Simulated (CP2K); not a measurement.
Consider aminoacetylene at its PBE geometry (Å).

```xyz
6

C     1.4122    0.1150    0.3522
C     0.2240    0.0517    0.1097
N    -1.1149    0.0382   -0.0933
H     2.4593    0.1643    0.5576
H    -1.4226    0.5022   -0.9454
H    -1.5580   -0.8714    0.0193
```

Method: CP2K XAS_TDP, all-electron GAPW, PBEh(45%), aug-cc-pVTZ, TDA, GW2X-corrected core level, no relativity.

Q: Where do the N K-edge lines lie, and how strong are they?

Leading lines: N3 402.94 eV. The leading line of an atom is its first one with 35 % of the strongest within 2.5 eV of its lowest line over the strength cut. Core ionisation energies at this level: N3 405.25 eV.

The first six lines of each atom with a strength over 0.0015:

```csv
atom,energy (eV),states,"strength, one atom",above the computed threshold
N3 (bonded to C and 2 H),402.19,1,0.0059,
,402.94,1,0.0201,
,404.09,1,0.0153,
,404.23,1,0.0066,
,404.47,1,0.0041,
,404.68,1,0.0080,
```

Lines are vertical, at one geometry, with no vibrational structure. GW2X ionisation energies and lines can be off by 1 to 2 eV either way, and a good line position may hide errors that cancel. These values hold no scalar relativity, about 0.2 eV for N 1s. Rydberg lines, and the discretised continuum above threshold, depend on the basis and the box.

[Banner, clock and machine lines of the logs are left out without a mark of their own.]

[Logs are printed without paths, hosts, clocks, repeated set-up lines and the standing remarks that a program may print on its own settings, such as how far it seeks lower states.]

[Hosts, paths, dates, database ids (printed as entryN), source tags and the programs' standing remarks are cut or masked in the printed files.]
